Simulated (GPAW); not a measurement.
# Work function of 1T-PbSeTe monolayer at several levels, part 2 of 3

How far do functional and basis move the work function of 1T-PbSeTe monolayer?

GPAW 26.7.0; GPAW, PAW setups; layer in a repeated cell with vacuum, relaxation of atoms and in-plane cell (the session's first sound run).

So far, upper work function (eV): step 3 (the slab's potential) 5.62.

**4. Self-consistent run: xc = "vdW-DF2"**

Level of this step: GPAW, PAW setups; slab in vacuum (GPAW).

The same geometry under vdW-DF2, to see how far the functional moves the levels against the vacuum (the van der Waals functionals take revPBE setups).

run.py reads:

```python
import json
import numpy as np
from ase import Atoms
from gpaw import GPAW, PW

slab = Atoms(
    ['Te', 'Pb', 'Se'],
    positions=[
        [2.01710, 1.16458, 9.00000],
        [0.00000, -0.00000, 11.07705],
        [-0.00000, 2.32915, 12.71216]],
    cell=[[4.0342, -0.0, 0.0], [-2.0171, 3.49373, 0.0], [0.0, 0.0, 21.7122]],
    pbc=[True, True, False])

slab.calc = GPAW(mode=PW(400), xc='vdW-DF2', kpts={'size': (9, 9, 1), 'gamma': True},
                 occupations={'name': 'fermi-dirac', 'width': 0.05}, nbands='200%',
                 convergence={'density': 1e-05}, maxiter=200,
                 poissonsolver={'dipolelayer': 'xy'},
                 symmetry={'tolerance': 1e-3}, txt='slab.txt')
result = {}
energy = slab.get_potential_energy()
fermi = slab.calc.get_fermi_level()
v = slab.calc.get_electrostatic_potential().mean((0, 1)) - fermi
n = slab.calc.get_pseudo_density().mean((0, 1))
L = slab.cell[2, 2]
z = np.arange(len(v)) * L / len(v)
low, high = slab.positions[:, 2].min(), slab.positions[:, 2].max()
below, above = np.interp([low - 6.8, high + 6.8], z, v)
slopes = [np.interp(x, z, np.gradient(v, z)) for x in (low - 6.8, high + 6.8)]
eps = np.array([[slab.calc.get_eigenvalues(k, s) for k in range(len(slab.calc.get_ibz_k_points()))]
                for s in range(slab.calc.get_number_of_spins())]) - fermi
top, bottom = eps[eps < 0].max(), eps[eps > 0].min()
dipole = slab.get_dipole_moment()[2]
print(f'energy {energy:.4f} eV, Fermi level {fermi:.4f} eV, dipole {dipole:.5f} e A')
print(f'potential 6.8 A off the faces, from the Fermi level: lower {below:.4f} eV, upper {above:.4f} eV')
print(f'slope of the potential there: lower {slopes[0]:.5f}, upper {slopes[1]:.5f} eV/A')
print(f'nearest levels on the mesh: {top:.4f} and {bottom:.4f} eV')
print('magnetic moment', round(slab.get_magnetic_moment(), 3))
result.update(energy=energy, fermi=fermi, dipole=dipole, below=below, above=above, slopes=slopes, edges=[top, bottom],
              z=z.tolist(), v=v.tolist(), n=n.tolist(), positions=slab.positions.tolist(),
              forces=slab.get_forces(apply_constraint=False).tolist(), moments=slab.get_magnetic_moments().tolist())
json.dump(result, open('result.json', 'w'))
```

On the command line:

```console
> OMP_NUM_THREADS=1 OPENBLAS_NUM_THREADS=1 python run.py
```

Log:

```text
energy -347.0781 eV, Fermi level -2.4680 eV, dipole -0.02954 e A
potential 6.8 A off the faces, from the Fermi level: lower 5.6185 eV, upper 5.9944 eV
slope of the potential there: lower -0.00003, upper -0.00003 eV/A
nearest levels on the mesh: -0.0309 and 0.0434 eV
magnetic moment 0.0
```

Wall time 63 s (1 thread of AMD EPYC 7R13 (Zen 3), shared host); peak memory 0.45 GiB.

Numbers from this step:

- dipole along the normal: -0.02954 e·Å
- levels nearest the Fermi level on the mesh: -0.03090, 0.04337 eV from the Fermi level
- upper work function: 5.994 eV
- lower work function: 5.619 eV

Table of electrostatic potential energy of an electron (without an applied field's), less the Fermi level, planar mean by z:

```
z (Å)  electrostatic potential energy of an electron (without an applied field's), less the Fermi level, planar mean (eV)
    0                                                                                                                5.81
    1                                                                                                                5.62
    2                                                                                                                5.62
    3                                                                                                                5.62
    4                                                                                                                5.62
    5                                                                                                                5.62
    6                                                                                                                5.60
    7                                                                                                                5.38
    8                                                                                                                2.29
    9                                                                                                               -14.5
   10                                                                                                              -0.963
   11                                                                                                               -15.1
   12                                                                                                               -3.20
   13                                                                                                               -7.12
   14                                                                                                                5.06
   15                                                                                                                5.94
   16                                                                                                                5.99
   17                                                                                                                5.99
   18                                                                                                                5.99
   19                                                                                                                5.99
   20                                                                                                                5.99
   21                                                                                                                5.99
```

The pseudo valence density, planar mean oscillates, so the rows of the table below give means over windows of 1 Å about each position, cut where the curve ends. Its maxima inside the range that stand out by 2 % of the span (Å: e/Å³): 8.5: 0.232, 9.5: 0.258, 11.2: 0.886, 13.0: 0.257. Its minima: 8.9: 0.0961, 9.9: 0.218, 12.8: 0.171.

Table of pseudo valence density, planar mean by z; means over each step:

```
z (Å)  pseudo valence density, planar mean (e/Å³)
    5                                      6.4e-5
    6                                      9.2e-4
    7                                      0.0128
    8                                       0.125
    9                                       0.163
   10                                       0.252
   11                                       0.677
   12                                       0.344
   13                                       0.210
   14                                      0.0559
   15                                     0.00345
   16                                      2.0e-4
   17                                      1.5e-5
```

Force by atom:

```
atom  x (eV/Å)  y (eV/Å)  z (eV/Å)   size
 Te1     0.000     0.000    -0.740  0.740
 Pb2     0.000     0.000    -0.004  0.004
 Se3     0.000     0.000     0.732  0.732
```

The upper face's work function is 5.994 eV, against 5.620 eV in the first plane-wave PBE run at this geometry.

**5. Self-consistent run: xc = "RPBE"**

The same geometry under RPBE, to see how far the functional moves the levels against the vacuum.

run.py, as its differences from that of step 4:

```diff
@@ -14,3 +14,3 @@
 
-slab.calc = GPAW(mode=PW(400), xc='vdW-DF2', kpts={'size': (9, 9, 1), 'gamma': True},
+slab.calc = GPAW(mode=PW(400), xc='RPBE', kpts={'size': (9, 9, 1), 'gamma': True},
                  occupations={'name': 'fermi-dirac', 'width': 0.05}, nbands='200%',
```

Log:

```text
energy -9.3195 eV, Fermi level -2.1316 eV, dipole -0.02729 e A
potential 6.8 A off the faces, from the Fermi level: lower 5.1730 eV, upper 5.5199 eV
slope of the potential there: lower -0.00001, upper -0.00004 eV/A
nearest levels on the mesh: -0.0263 and 0.0631 eV
magnetic moment 0.0
```

Wall time 43 s (1 thread); peak memory 0.23 GiB.

This step gave:

- dipole along the normal: -0.02729 e·Å
- levels nearest the Fermi level on the mesh: -0.02628, 0.06306 eV from the Fermi level
- upper work function: 5.520 eV
- lower work function: 5.173 eV

The upper face's work function is 5.520 eV, against 5.620 eV in the first plane-wave PBE run at this geometry.

**6. Self-consistent run: xc = "revPBE"**

The same geometry under revPBE, to see how far the functional moves the levels against the vacuum.

run.py, as its differences from that of step 5:

```diff
@@ -14,3 +14,3 @@
 
-slab.calc = GPAW(mode=PW(400), xc='RPBE', kpts={'size': (9, 9, 1), 'gamma': True},
+slab.calc = GPAW(mode=PW(400), xc='revPBE', kpts={'size': (9, 9, 1), 'gamma': True},
                  occupations={'name': 'fermi-dirac', 'width': 0.05}, nbands='200%',
```

Log:

```text
energy -9.4399 eV, Fermi level -2.1425 eV, dipole -0.02692 e A
potential 6.8 A off the faces, from the Fermi level: lower 5.1778 eV, upper 5.5200 eV
slope of the potential there: lower -0.00000, upper -0.00004 eV/A
nearest levels on the mesh: -0.0283 and 0.0609 eV
magnetic moment 0.0
```

The job ended after 39 s (1 thread; peak memory 0.23 GiB).

Numbers from this step:

| Item | Value |
| --- | --- |
| dipole along the normal | -0.02692 e·Å |
| levels nearest the Fermi level on the mesh | -0.02832, 0.06094 eV from the Fermi level |
| lower work function | 5.178 eV |

The upper face's work function is 5.520 eV, against 5.620 eV in the first plane-wave PBE run at this geometry.

**7. OptPBE vdW: xc = "optPBE-vdW"**

The same geometry under optPBE-vdW, to see how far the functional moves the levels against the vacuum (the van der Waals functionals take revPBE setups).

run.py, as its differences from that of step 6:

```diff
@@ -14,3 +14,3 @@
 
-slab.calc = GPAW(mode=PW(400), xc='revPBE', kpts={'size': (9, 9, 1), 'gamma': True},
+slab.calc = GPAW(mode=PW(400), xc='optPBE-vdW', kpts={'size': (9, 9, 1), 'gamma': True},
                  occupations={'name': 'fermi-dirac', 'width': 0.05}, nbands='200%',
```

Log:

```text
energy -52.5167 eV, Fermi level -2.3843 eV, dipole -0.02836 e A
potential 6.8 A off the faces, from the Fermi level: lower 5.4717 eV, upper 5.8324 eV
slope of the potential there: lower -0.00001, upper -0.00004 eV/A
nearest levels on the mesh: -0.0286 and 0.0562 eV
magnetic moment 0.0
```

Run time: 59 s. Hardware: 1 thread; peak memory 0.45 GiB.

Numbers from this step:

```yaml
dipole_along_the_normal: -0.02836 e·Å
levels_nearest_the_fermi_level_on_the_mesh: -0.02857, 0.05620 eV from the Fermi level
upper_work_function: 5.832 eV
lower_work_function: 5.472 eV
```

The electrostatic potential energy of an electron (without an applied field's), less the Fermi level, planar mean by z:

```
z (Å)  electrostatic potential energy of an electron (without an applied field's), less the Fermi level, planar mean (eV)
  0.0                                                                                                                5.65
  0.5                                                                                                                5.47
  1.0                                                                                                                5.47
  1.5                                                                                                                5.47
  2.0                                                                                                                5.47
  2.5                                                                                                                5.47
  3.0                                                                                                                5.47
  3.5                                                                                                                5.47
  4.0                                                                                                                5.47
  4.5                                                                                                                5.47
  5.0                                                                                                                5.47
  5.5                                                                                                                5.47
  6.0                                                                                                                5.46
  6.5                                                                                                                5.41
  7.0                                                                                                                5.25
  7.5                                                                                                                4.61
  8.0                                                                                                                2.25
  8.5                                                                                                               -5.41
  9.0                                                                                                               -14.4
  9.5                                                                                                               -6.24
 10.0                                                                                                              -0.779
 10.5                                                                                                               -5.35
 11.0                                                                                                               -14.9
 11.5                                                                                                               -8.92
 12.0                                                                                                               -3.09
 12.5                                                                                                               -9.91
 13.0                                                                                                               -7.13
 13.5                                                                                                                2.15
 14.0                                                                                                                4.94
 14.5                                                                                                                5.62
 15.0                                                                                                                5.78
 15.5                                                                                                                5.82
 16.0                                                                                                                5.83
 16.5                                                                                                                5.83
 17.0                                                                                                                5.83
 17.5                                                                                                                5.83
 18.0                                                                                                                5.83
 18.5                                                                                                                5.83
 19.0                                                                                                                5.83
 19.5                                                                                                                5.83
 20.0                                                                                                                5.83
 20.5                                                                                                                5.83
 21.0                                                                                                                5.83
 21.5                                                                                                                5.76
```

The upper face's work function is 5.832 eV, against 5.620 eV in the first plane-wave PBE run at this geometry.

**8. Self-consistent run: xc = "LDA"**

The same geometry under LDA, to see how far the functional moves the levels against the vacuum.

run.py, as its differences from that of step 7:

```diff
@@ -14,3 +14,3 @@
 
-slab.calc = GPAW(mode=PW(400), xc='optPBE-vdW', kpts={'size': (9, 9, 1), 'gamma': True},
+slab.calc = GPAW(mode=PW(400), xc='LDA', kpts={'size': (9, 9, 1), 'gamma': True},
                  occupations={'name': 'fermi-dirac', 'width': 0.05}, nbands='200%',
```

Log:

```text
energy -11.9613 eV, Fermi level -2.5178 eV, dipole -0.02677 e A
potential 6.8 A off the faces, from the Fermi level: lower 5.5424 eV, upper 5.8827 eV
slope of the potential there: lower -0.00001, upper -0.00004 eV/A
nearest levels on the mesh: -0.0273 and 0.0334 eV
magnetic moment 0.0
```

Run time: 36 s. Hardware: 1 thread; peak memory 0.22 GiB.

This step gave:

| Item | Value |
| --- | --- |
| dipole along the normal | -0.02677 e·Å |
| levels nearest the Fermi level on the mesh | -0.02728, 0.03336 eV from the Fermi level |
| upper work function | 5.883 eV |
| lower work function | 5.542 eV |

The upper face's work function is 5.883 eV, against 5.620 eV in the first plane-wave PBE run at this geometry.

(Part 2 of 3 ends here.)

[Logs are printed without paths, hosts, clocks, repeated set-up lines and the standing remarks that a program may print on its own settings, such as how far it seeks lower states.]

[Hosts, paths, dates, database ids (printed as entryN), source tags and the programs' standing remarks are cut or masked in the printed files.]
